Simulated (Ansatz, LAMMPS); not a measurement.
## Finding the fault: free surface of ionic liquid Pyr13+ acetate at 300 K (136 atoms)

Program: Ansatz 0.2.0. The cell: 40 C, 4 N, 84 H and 8 O.

Input file input.yaml:

```yaml
crystal:
  lattice:
    - [10.52695, 0.0, 0.0]
    - [0.0, 10.52695, 0.0]
    - [0.0, 0.0, 23.14739]
  atoms:
    - { symbol: C, position: [0.91846, 0.833, 0.73428] }
    - { symbol: C, position: [0.84038, 0.82213, 0.67756] }
    - { symbol: C, position: [0.9288, 0.83907, 0.62794] }
    - { symbol: "N", position: [0.85465, 0.83992, 0.57229] }
    - { symbol: C, position: [0.94734, 0.85036, 0.52414] }
    - { symbol: C, position: [0.75265, 0.94292, 0.56933] }
    - { symbol: C, position: [0.62719, 0.88847, 0.58511] }
    - { symbol: C, position: [0.64492, 0.76619, 0.54676] }
    - { symbol: C, position: [0.77533, 0.7232, 0.56012] }
    - { symbol: H, position: [0.00241, 0.77113, 0.73711] }
    - { symbol: H, position: [0.9653, 0.92573, 0.73894] }
    - { symbol: H, position: [0.86436, 0.80882, 0.77051] }
    - { symbol: H, position: [0.78013, 0.90464, 0.68192] }
    - { symbol: H, position: [0.78611, 0.7373, 0.68102] }
    - { symbol: H, position: [0.9942, 0.75686, 0.62751] }
    - { symbol: H, position: [0.98614, 0.92837, 0.63144] }
    - { symbol: H, position: [0.90114, 0.86703, 0.48372] }
    - { symbol: H, position: [0.02221, 0.92575, 0.53383] }
    [... 112 atom lines left out ...]
    - { symbol: C, position: [0.3263, 0.34328, 0.30092] }
    - { symbol: O, position: [0.40457, 0.42076, 0.3208] }
    - { symbol: O, position: [0.29665, 0.23677, 0.32306] }
    - { symbol: H, position: [0.26231, 0.35167, 0.2129] }
    - { symbol: H, position: [0.25596, 0.49568, 0.24999] }
    - { symbol: H, position: [0.13894, 0.38534, 0.2658] }
kpoints:
  mp_grid: { grid: [1, 1, 1] }
hamiltonian:
  xc: pbe
  dispersion: d4
scf:
  occupations: { method: fixed }
  max_iter: 100
output:
  forces: true
basis:
  ecutwfc: "80 eV"
```

Launch:

```
> ansatz run input.yaml --threads 4 --pin off --max-ram 8192MiB --backend cpu --events-out ev --progress --plain --runs-dir out
```

Numbers of over 12 decimals in the logs are rounded to 6 here.

Log:

```text
Warning: basis.ecutwfc = 80 eV is below the records' recommended 420 eV, and the density's cutoff is lower with it unless basis.ecutrho_ratio is high enough to keep the records' density cutoff: compare with a run at a higher cutoff
Engine: ansatz 0.2.0, aarch64-unknown-linux-gnu
Pseudopotentials: kind: paw
Pseudopotential: C, paw, valence charge 4, recommended cutoff 420 eV (normal), C.paw.azcp
Pseudopotential: N, paw, valence charge 5, recommended cutoff 420 eV (normal), N.paw.azcp
Pseudopotential: H, paw, valence charge 1, recommended cutoff 420 eV (normal), H.paw.azcp
Pseudopotential: O, paw, valence charge 6, recommended cutoff 420 eV (normal), O.paw.azcp
[... 5 lines on functional and potentials left out ...]
Crystal: 136 atoms, lattice volume = 2565.117 Å³
Basis set: ecut = 80 eV, 4177 PW (Γ), exchange–correlation on 64×64×144 points (8 copies of the dense FFT grid, shifted against one another)
Bands: 292, of which v1, the nominal top of the filled ones, is band 156 counted from 1 (155 counted from 0)
Symmetry: 1 space group operations
Space group: P1 (ITA 1), of the structure as read, at distance tolerance 1.4e-4 Å
k-points: 1
[... 9 lines on functional and potentials left out ...]
Initial density: superposition of atomic densities (neutral atoms: chi_scale 0, normalization atom), corrected by the library's trained network
Initial wavefunctions: pseudopotential atomic-orbital guess
Functional: x = pbe(κ = 0.804, μ = 0.219515), c = pbe(β = 0.066725)
SCF iter   1: F=—  HF=-16593.811898 eV  |F-HF|=—  |Δ(HF+E_count)|=         —  Δρ=1.87e-1  dr2=1.44e3  ethr=1.77e-3  ⟨swp⟩=6.0  Hψ=941  notcnv=0  defer=132
preconditioner: auto → Resta (q_TF=auto, 1.920 Å⁻¹)  ε∞=2.1  [insulator: Δε(μ)=0.113 eV  Ē_g=11.535 eV  n_scr=322 (ndim 8)  ℏωp=11.9 eV  f_vac=0.523  ε∞_Penn≈2.1  vacuum switching on, ρ_ref=9.7e-3 e/Å³]
SCF iter   2: F=—  HF=-16384.252151 eV  |F-HF|=—  |Δ(HF+E_count)|=    2.10e2  Δρ=9.60e-2  dr2=1.20e3  ethr=1.77e-3  ⟨swp⟩=9.0  Hψ=1176  notcnv=0  defer=134
SCF iter   3: F=—  HF=-16315.929073 eV  |F-HF|=—  |Δ(HF+E_count)|=    6.83e1  Δρ=7.29e-2  dr2=1.19e3  ethr=1.77e-3  ⟨swp⟩=8.0  Hψ=756  notcnv=0  defer=132
SCF iter   4: F=—  HF=-16268.977408 eV  |F-HF|=—  |Δ(HF+E_count)|=    4.70e1  Δρ=4.40e-2  dr2=1.25e2  ethr=1.77e-3  ⟨swp⟩=5.0  Hψ=521  notcnv=0  defer=133
SCF iter   5: F=—  HF=-16250.145567 eV  |F-HF|=—  |Δ(HF+E_count)|=    1.88e1  Δρ=2.95e-2  dr2=2.63e1  ethr=1.77e-3  ⟨swp⟩=4.0  Hψ=468  notcnv=0  defer=133
SCF iter   6: F=—  HF=-16240.486183 eV  |F-HF|=—  |Δ(HF+E_count)|=    9.66e0  Δρ=1.30e-2  dr2=5.70e0  ethr=1.77e-3  ⟨swp⟩=4.0  Hψ=373  notcnv=0  defer=42
automatic band count: iteration 6 solves 200 bands in place of 292: the levels show a gap, and the empty bands left out lie too high to hold charge; the band table lists the bands solved (type scf.n_extra_bands for more)
SCF iter   7: F=—  HF=-16238.620932 eV  |F-HF|=—  |Δ(HF+E_count)|=    1.87e0  Δρ=4.73e-3  dr2=1.44e0  ethr=1.77e-3  ⟨swp⟩=2.0  Hψ=316  notcnv=0  defer=42
SCF iter   8: F=—  HF=-16238.235611 eV  |F-HF|=—  |Δ(HF+E_count)|=   3.85e-1  Δρ=1.89e-3  dr2=3.58e-1  ethr=4.60e-4  ⟨swp⟩=2.0  Hψ=296  notcnv=0  defer=42
SCF iter   9: F=—  HF=-16238.133290 eV  |F-HF|=—  |Δ(HF+E_count)|=   1.02e-1  Δρ=6.78e-4  dr2=1.13e-1  ethr=1.15e-4  ⟨swp⟩=3.0  Hψ=299  notcnv=0  defer=42
SCF iter  10: F=—  HF=-16238.106806 eV  |F-HF|=—  |Δ(HF+E_count)|=   2.65e-2  Δρ=3.98e-4  dr2=5.71e-2  ethr=3.62e-5  ⟨swp⟩=4.0  Hψ=177  notcnv=0  defer=42
SCF iter  11: F=—  HF=-16238.091959 eV  |F-HF|=—  |Δ(HF+E_count)|=   1.48e-2  Δρ=2.43e-4  dr2=2.59e-2  ethr=1.83e-5  ⟨swp⟩=3.0  Hψ=222  notcnv=0  defer=42
SCF iter  12: F=—  HF=-16238.080371 eV  |F-HF|=—  |Δ(HF+E_count)|=   1.16e-2  Δρ=2.43e-4  dr2=7.46e-3  ethr=8.32e-6  ⟨swp⟩=5.0  Hψ=305  notcnv=0  defer=42
SCF iter  13: F=—  HF=-16238.078962 eV  |F-HF|=—  |Δ(HF+E_count)|=   1.41e-3  Δρ=6.51e-5  dr2=4.43e-4  ethr=2.39e-6  ⟨swp⟩=2.0  Hψ=317  notcnv=0  defer=42
SCF iter  14: F=—  HF=-16238.079205 eV  |F-HF|=—  |Δ(HF+E_count)|=   2.44e-4  Δρ=1.31e-5  dr2=1.39e-5  ethr=1.42e-7  ⟨swp⟩=3.0  Hψ=274  notcnv=0  defer=42
SCF iter  15: F=—  HF=-16238.122340 eV  |F-HF|=—  |Δ(HF+E_count)|=   4.31e-2  Δρ=4.19e-5  dr2=4.03e-5  ethr=4.45e-9  ⟨swp⟩=4.0  Hψ=492  notcnv=0  defer=42
SCF iter  16: F=—  HF=-16238.122339 eV  |F-HF|=—  |Δ(HF+E_count)|=   1.46e-6  Δρ=3.73e-5  dr2=3.13e-5  ethr=4.45e-9  ⟨swp⟩=1.0  Hψ=162  notcnv=0  defer=42
SCF iter  17: F=—  HF=-16238.122336 eV  |F-HF|=—  |Δ(HF+E_count)|=   2.39e-6  Δρ=1.64e-5  dr2=6.52e-6  ethr=4.45e-9  ⟨swp⟩=2.0  Hψ=267  notcnv=0  defer=42
SCF iter  18: F=—  HF=-16238.122335 eV  |F-HF|=—  |Δ(HF+E_count)|=   7.01e-7  Δρ=3.06e-6  dr2=2.19e-7  ethr=2.09e-9  ⟨swp⟩=2.0  Hψ=287  notcnv=0  defer=42
SCF iter  19: F=-16238.122335 eV  HF=-16238.122335 eV  |F-HF|=2.20e-9  |Δ(HF+E_count)|=   1.24e-9  Δρ=3.86e-7  dr2=5.63e-9  ethr=3.21e-11  ⟨swp⟩=4.0  Hψ=563  notcnv=0
SCF 1 converged in 19 iterations: F = -16238.122335 eV  dr2 = 5.63e-9
[...]
SCF converged after 19 iterations
Free energy (F): -16238.122335 eV
Harris-Foulkes:  -16238.122335 eV  (|F-HF|=2.20e-9)
Internal energy: -16238.122335 eV  (E = F + TS)
E sigma→0 (E₀):  -16238.122335 eV
Fermi energy:    -1.436159 eV
--- Per-component energies (eV) ---
  E_band       = -3557.736260
  E_kinetic    = 6217.272612
  E_local      = -98866.711669  (includes V_loc(G=0)·N_el)
  E_nonlocal   = 1056.350622
  E_hartree    = 46368.373382
  E_xc         = -3582.251312
  E_vxc        = -4517.721382  (∫ρ·V_xc dr)
  E_paw        = -5352.348918  (= ΣΔE_a)
  E_vpaw       = -175.484264  (= ΣTr[D̂ρ^β])
  E_aug_tail   = -8.186486  (compensation charges beyond the density's cutoff)
  E_ewald      = 37934.812949
  E_disp       = -5.433515  (pairwise vdW)
  E_smearing   = -0.000000  (= −TS)
  E_closure    = -0.000000  (closes the sum)
  Σ components = -16238.122335   (vs F -16238.122335, Δ=0.00e0)
--- Forces (eV/Å), atoms counted from 1 ---
  atom   1  C     -0.06152065     0.46373908    -6.81939240
  atom   2  C      5.67144611     1.91966048     2.81627022
  atom   3  C     -1.89648668    -0.15755271    -0.21370663
  atom   4  N     -1.33628978     0.58623599    -0.41178343
  atom   5  C      2.88275808     0.68885457     2.47806678
  atom   6  C      0.95927272    -0.85015427     0.68784880
  atom   7  C      0.07978177    -3.42858259    -3.43239456
  atom   8  C     -1.98215012     3.10144611     1.71299221
  atom   9  C      0.85653711     0.06488048    -1.01573436
  atom  10  H      3.80684076    -3.38651477    -0.05369861
  atom  11  H      1.68345056     4.53801038     0.60700123
  atom  12  H     -4.91461778    -1.74291826     7.00957587
  atom  13  H     -3.88982056     4.62192953     0.43880305
  atom  14  H     -3.81237084    -6.08655853     0.01378888
[...]
atom 135  H      1.19748437     6.74669642    -0.95434357
  atom 136  H     -6.40289294    -1.12859510     1.30167197
  max |Σ_I F_I| component: 9.05e-3 eV/Å
```

Wall time 6 s (4 threads of Arm Neoverse V1, shared host); peak memory 0.44 GiB; 22 s of CPU time.

Against a sound run (Kohn-Sham DFT, PBE+D4, PAW (set soft_2), plane waves):

- r.m.s. difference of force components: 5454 meV/Å
- longest difference of force vectors: 33500 meV/Å
- force difference over r.m.s. force: 672.4 %

**Question.** What is wrong with this input, and how is it mended?

A cutoff far too low: basis.ecutwfc = "80 eV".

The fix is to take out basis.ecutwfc.

The run converged all the same, so the exit status doesn't show the fault.

[Logs are printed without paths, hosts, clocks, repeated set-up lines and the standing remarks that a program may print on its own settings, such as how far it seeks lower states.]

[Hosts, paths, dates, database ids (printed as entryN), source tags and the programs' standing remarks are cut or masked in the printed files.]
